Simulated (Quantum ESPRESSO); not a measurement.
# FeCO3 (Siderite): parallel and opposed starts, part 2 of 2

A self-consistent run ends on one state, which hangs on the start. Several orders of FeCO3 (Siderite) are started in Quantum ESPRESSO and their energies compared.

Quantum ESPRESSO 7.5; LDA with U = 4.5 eV on Fe d (ortho-atomic projectors); plane waves with GBRV 1.5 LDA potentials, no spin-orbit coupling.

So far: Starting point; Run 1 (ferro ++).

## (3) Run 2 (antiferro +−)

pw.in reads:

```
&CONTROL
  calculation = 'scf'
  prefix = 'pwscf'
  outdir = './tmp'
  pseudo_dir = './pseudo'
  disk_io = 'nowf'
/
&SYSTEM
  ibrav = 0
  nat = 10
  ntyp = 4
  ecutwfc = 40
  ecutrho = 280
  nbnd = 51
  occupations = 'smearing'
  smearing = 'fd'
  degauss = 0.00367493
  nspin = 2
  starting_magnetization(1) = 0.25
  starting_magnetization(2) = -0.25
  starting_magnetization(3) = 0
  starting_magnetization(4) = 0
/
&ELECTRONS
  conv_thr = 2d-08
  electron_maxstep = 150
  mixing_beta = 0.3
/
ATOMIC_SPECIES
Fe1    55.8450 fe_lda_v1.5.uspp.F.UPF
Fe2    55.8450 fe_lda_v1.5.uspp.F.UPF
C      12.0110 c_lda_v1.2.uspp.F.UPF
O      15.9990 o_lda_v1.2.uspp.F.UPF
CELL_PARAMETERS angstrom
   2.3443500000    1.3535111036    5.1243333333
  -2.3443500000    1.3535111036    5.1243333333
   0.0000000000   -2.7070222071    5.1243333333
ATOMIC_POSITIONS crystal
Fe1     0.0000000000    0.0000000000    0.0000000000
Fe2     0.5000000000    0.5000000000    0.5000000000
C       0.2500000000    0.2500000000    0.2500000000
C       0.7500000000    0.7500000000    0.7500000000
O       0.5243000000    0.9757000000    0.2500000000
O       0.2500000000    0.5243000000    0.9757000000
O       0.9757000000    0.2500000000    0.5243000000
O       0.4757000000    0.0243000000    0.7500000000
O       0.7500000000    0.4757000000    0.0243000000
O       0.0243000000    0.7500000000    0.4757000000
K_POINTS automatic
6 6 6 0 0 0
HUBBARD {ortho-atomic}
U Fe1-3d 4.5000
U Fe2-3d 4.5000
```

Command:

```sh
> OMP_NUM_THREADS=1 mpirun -n 4 pw.x -nk 4 -in pw.in > pw.out
```

What it wrote:

```text
[banner, memory and clock lines left out]
Program PWSCF v.7.5 starts

     Message from routine setup:
     using ibrav=0 with symmetry is DISCOURAGED, use correct ibrav instead

     bravais-lattice index     =            0
     lattice parameter (alat)  =      10.9517  a.u.
     unit-cell volume          =     658.3692 (a.u.)^3
     number of atoms/cell      =           10
     number of atomic types    =            4
     number of electrons       =        76.00
     number of Kohn-Sham states=           51
     kinetic-energy cutoff     =      40.0000  Ry
     charge density cutoff     =     280.0000  Ry
     scf convergence threshold =      2.0E-08
     mixing beta               =       0.3000
     number of iterations used =            8  plain     mixing
     Exchange-correlation= SLA  PZ   NOGX NOGC
                           (   1   1   0   0   0   0   0)
     Hubbard projectors: ortho-atomic
     Hubbard parameters of DFT+U (Dudarev formulation) in eV:
     U(Fe1-3d) =  4.5000
     U(Fe2-3d) =  4.5000

     Internal variables: lda_plus_u =T, lda_plus_u_kind = 0

     Internal variables: orbital_resolved =F, hub_pot_fix =F, apply_U = F

     celldm(1)=  10.951735  celldm(2)=   0.000000  celldm(3)=   0.000000
     celldm(4)=   0.000000  celldm(5)=   0.000000  celldm(6)=   0.000000

     crystal axes: (cart. coord. in units of alat)
               a(1) = (   0.404518   0.233549   0.884206 )
               a(2) = (  -0.404518   0.233549   0.884206 )
               a(3) = (   0.000000  -0.467098   0.884206 )

     reciprocal axes: (cart. coord. in units 2 pi/alat)
               b(1) = (  1.236037  0.713627  0.376986 )
               b(2) = ( -1.236037  0.713627  0.376986 )
               b(3) = (  0.000000 -1.427253  0.376986 )

     PseudoPot. # 1 for Fe read from file:
     fe_lda_v1.5.uspp.F.UPF
     Pseudo is Ultrasoft + core correction, Zval = 16.0

     PseudoPot. # 2 for Fe read from file:
     fe_lda_v1.5.uspp.F.UPF
     Pseudo is Ultrasoft + core correction, Zval = 16.0

     PseudoPot. # 3 for C  read from file:
     c_lda_v1.2.uspp.F.UPF
     Pseudo is Ultrasoft + core correction, Zval =  4.0

     PseudoPot. # 4 for O  read from file:
     o_lda_v1.2.uspp.F.UPF
     Pseudo is Ultrasoft + core correction, Zval =  6.0

     atomic species   valence    mass     pseudopotential
     Fe1              16.00    55.84500     Fe( 1.00)
     Fe2              16.00    55.84500     Fe( 1.00)
     C                 4.00    12.01100     C ( 1.00)
     O                 6.00    15.99900     O ( 1.00)

     Starting magnetic structure
     atomic species   magnetization
     Fe1             0.250
     Fe2            -0.250
     C               0.000
     O               0.000

      6 Sym. Ops., with inversion, found

   Cartesian axes

     site n.     atom                  positions (alat units)
         1        Fe1    tau(   1) = (   0.0000000   0.0000000   0.0000000  )
         2        Fe2    tau(   2) = (   0.0000000   0.0000000   1.3263085  )
         3        C      tau(   3) = (   0.0000000   0.0000000   0.6631543  )
         4        C      tau(   4) = (   0.0000000   0.0000000   1.9894628  )
         5        O      tau(   5) = (  -0.1825997   0.2335489   1.5473600  )
         6        O      tau(   6) = (  -0.1109594  -0.2749104   1.5473600  )
         7        O      tau(   7) = (   0.2935591   0.0413615   1.5473600  )
         8        O      tau(   8) = (   0.1825997  -0.2335489   1.1052571  )
         9        O      tau(   9) = (   0.1109594   0.2749104   1.1052571  )
        10        O      tau(  10) = (  -0.2935591  -0.0413615   1.1052571  )

     number of k points=    40  Fermi-Dirac smearing, width (Ry)=  0.0037
                       cart. coord. in units 2pi/alat
        k(    1) = (   0.0000000   0.0000000   0.0000000), wk =   0.0046296
        k(    2) = (   0.0000000  -0.2378755   0.0628310), wk =   0.0277778
        k(    3) = (   0.0000000  -0.4757510   0.1256621), wk =   0.0277778
        k(    4) = (   0.0000000   0.7136265  -0.1884931), wk =   0.0138889
        k(    5) = (  -0.2060062  -0.1189378   0.1256621), wk =   0.0277778
        [... 35 further k-points ...]

     Dense  grid:    52095 G-vectors     FFT dimensions: (  60,  60,  60)

     Smooth grid:    22497 G-vectors     FFT dimensions: (  45,  45,  45)

     Check: negative core charge=   -0.000026
     Generating pointlists ...
     new r_m :   0.1525 (alat units)  1.6706 (a.u.) for type    1
     new r_m :   0.1525 (alat units)  1.6706 (a.u.) for type    2
     new r_m :   0.0915 (alat units)  1.0025 (a.u.) for type    3
     new r_m :   0.0915 (alat units)  1.0025 (a.u.) for type    4

     Initial potential from superposition of free atoms

     starting charge      73.9999, renormalised to      76.0000

     STARTING HUBBARD OCCUPATIONS:

     =================== HUBBARD OCCUPATIONS ===================
     ------------------------ ATOM    1 ------------------------
     Tr[ns(  1)] (up, down, total) =   5.00000  0.00000  5.00000
     Atomic magnetic moment for atom   1 =   5.00000
     [... lines left out ...]
     ------------------------ ATOM    2 ------------------------
     Tr[ns(  2)] (up, down, total) =   0.00000  5.00000  5.00000
     Atomic magnetic moment for atom   2 =  -5.00000
     [... lines left out ...]
     Number of occupied Hubbard levels =   10.0000

     Atomic wfc used for Hubbard projectors are orthogonalized

     Starting wfcs are   58 randomized atomic wfcs

     Self-consistent Calculation

     iteration #  1     ecut=    40.00 Ry     beta= 0.30
     Davidson diagonalization with overlap
     ethr =  1.00E-02,  avg # of iterations =  3.5

     =================== HUBBARD OCCUPATIONS ===================
     ------------------------ ATOM    1 ------------------------
     Tr[ns(  1)] (up, down, total) =   4.96695  1.11980  6.08675
     Atomic magnetic moment for atom   1 =   3.84715
     [... lines left out ...]
     ------------------------ ATOM    2 ------------------------
     Tr[ns(  2)] (up, down, total) =   1.12014  4.96694  6.08708
     Atomic magnetic moment for atom   2 =  -3.84681
     [... lines left out ...]
     Number of occupied Hubbard levels =   12.1738

     Threshold (ethr) on eigenvalues was too large:
     Diagonalizing with lowered threshold

     Davidson diagonalization with overlap
     ethr =  8.56E-04,  avg # of iterations =  1.7

     total energy              =    -716.98825102 Ry
     estimated scf accuracy    <       0.62803187 Ry

     total magnetization       =     0.00 Bohr mag/cell
     absolute magnetization    =     7.80 Bohr mag/cell

     iteration #  2     ecut=    40.00 Ry     beta= 0.30
     Davidson diagonalization with overlap
     ethr =  8.26E-04,  avg # of iterations =  2.5

     total energy              =    -717.07785971 Ry
     estimated scf accuracy    <       0.13511232 Ry

     total magnetization       =    -0.02 Bohr mag/cell
     absolute magnetization    =     7.61 Bohr mag/cell

     [... further iterations left out ...]

     iteration # 21     ecut=    40.00 Ry     beta= 0.30
     Davidson diagonalization with overlap
     ethr =  2.42E-10,  avg # of iterations =  2.0

     total energy              =    -717.09247881 Ry
     estimated scf accuracy    <       0.00000003 Ry

     total magnetization       =     0.00 Bohr mag/cell
     absolute magnetization    =     7.67 Bohr mag/cell

     iteration # 22     ecut=    40.00 Ry     beta= 0.30
     Davidson diagonalization with overlap
     ethr =  4.02E-11,  avg # of iterations =  2.0

     Magnetic moment per site  (integrated on atomic sphere of radius R)
     atom   1 (R=0.153)  charge= 13.4780  magn=  3.4921
     atom   2 (R=0.153)  charge= 13.4779  magn= -3.4923
     atom   3 (R=0.092)  charge=  1.3098  magn=  0.0000
     atom   4 (R=0.092)  charge=  1.3098  magn=  0.0000
     atom   5 (R=0.092)  charge=  3.2973  magn= -0.0000
     atom   6 (R=0.092)  charge=  3.2973  magn= -0.0000
     atom   7 (R=0.092)  charge=  3.2973  magn= -0.0000
     atom   8 (R=0.092)  charge=  3.2973  magn= -0.0000
     atom   9 (R=0.092)  charge=  3.2973  magn= -0.0000
     atom  10 (R=0.092)  charge=  3.2973  magn= -0.0000

     End of self-consistent calculation

     =================== HUBBARD OCCUPATIONS ===================
     ------------------------ ATOM    1 ------------------------
     Tr[ns(  1)] (up, down, total) =   4.95333  1.18592  6.13926
     Atomic magnetic moment for atom   1 =   3.76741
     [... lines left out ...]
     ------------------------ ATOM    2 ------------------------
     Tr[ns(  2)] (up, down, total) =   1.18575  4.95334  6.13909
     Atomic magnetic moment for atom   2 =  -3.76758
     [... lines left out ...]
     Number of occupied Hubbard levels =   12.2783

     [... lines left out ...]
     the Fermi energy is     9.1970 ev

!    total energy              =    -717.09247886 Ry
     estimated scf accuracy    <       0.00000001 Ry
     smearing contrib. (-TS)   =      -0.00880004 Ry
     internal energy E=F+TS    =    -717.08367883 Ry

     The total energy is F=E-TS. E is the sum of the following terms:
     one-electron contribution =    -398.65516557 Ry
     hartree contribution      =     235.53157750 Ry
     xc contribution           =    -108.17670029 Ry
     ewald contribution        =    -446.02373258 Ry
     Hubbard energy            =       0.24034212 Ry

     total magnetization       =    -0.00 Bohr mag/cell
     absolute magnetization    =     7.67 Bohr mag/cell

     convergence has been achieved in  22 iterations
```

Run time: 2.3 min. Hardware: 4 MPI ranks of Arm Neoverse V2, shared host; peak memory 0.8 GiB; 9.3 min of CPU time.

Spin moment in the atom's sphere by atom:

| atom | spin moment in the atom's sphere (μB) |
| --- | --- |
| Fe1 | 3.49 |
| Fe2 | -3.49 |
| C3 | 0.00 |
| C4 | 0.00 |
| O5 | 0.00 |
| O6 | 0.00 |
| O7 | 0.00 |
| O8 | 0.00 |
| O9 | 0.00 |
| O10 | 0.00 |

This step gave:

| Property | Result |
| --- | --- |
| smearing term TS | 0.1197 eV |
| magnetization | 0 μB |
| absolute magnetization | 7.67 μB |
| final state | antiferromagnetic |

## (4) Energies of the orders

An order is kept where moments of 0.15 μB or more survive with the typed signs; meshes match where a doubled cell samples the same k points as the first cell.

Orders:

| start | final state | typed order kept | energy over the lowest (meV a seeded atom) | largest site moment (μB) | net moment (μB a cell of the first run) | mesh matched | CPU time (s) |
| --- | --- | --- | --- | --- | --- | --- | --- |
| ferro ++ | ferromagnetic | yes | 0 | 3.503 | 8 | yes | 409.6 |
| antiferro +- | antiferromagnetic | yes | 29.72 | 3.492 | 0 | yes | 557 |

## (5) Occupations of the corrected shells in the lowest state

Occupations of the Hubbard shells:

| block | type | shell | spin | electrons | occupation numbers |
| --- | --- | --- | --- | --- | --- |
| 1 | Fe | 3d | up | 4.957 | 0.989 0.989 0.992 0.993 0.993 |
| 1 | Fe | 3d | down | 1.185 | 0.023 0.081 0.081 0.500 0.500 |
| 2 | Fe | 3d | up | 4.957 | 0.989 0.989 0.992 0.993 0.993 |
| 2 | Fe | 3d | down | 1.185 | 0.023 0.081 0.081 0.500 0.500 |

## (6) Summary of results

| Quantity | Value |
| --- | --- |
| lowest state found | ferromagnetic (from ferro ++) |
| largest site moment | 3.50 μB |
| next state with moments | antiferromagnetic, 29.7 meV a seeded atom higher |

What this shows: The smearing terms TS of the orders run from 33 to 60 meV a seeded atom, so the differences would change at a smaller width: an order with a larger TS is lowered more by the smearing. This is the lowest of 2 collinear or spinless starts, no proof of the ground state. The smearing term is large for its width, so states at the Fermi level are partly filled: at this level the cell is a metal or has a gap of a few widths at most. Degenerate orbitals of a corrected shell are partly filled. Whether a state of lower symmetry lies under this one was not tested; under a U it often does.

[Logs and program files are shortened in this print: banners, set-up blocks, solver, clock and traceback lines can be left out without a mark of their own.]

[Logs are printed without paths, hosts, clocks, repeated set-up lines and the standing remarks that a program may print on its own settings, such as how far it seeks lower states.]

[Hosts, paths, dates, database ids (printed as entryN), source tags and the programs' standing remarks are cut or masked in the printed files.]

[Where a cell is said to come from a database of computed structures, the database is the Materials Project.]
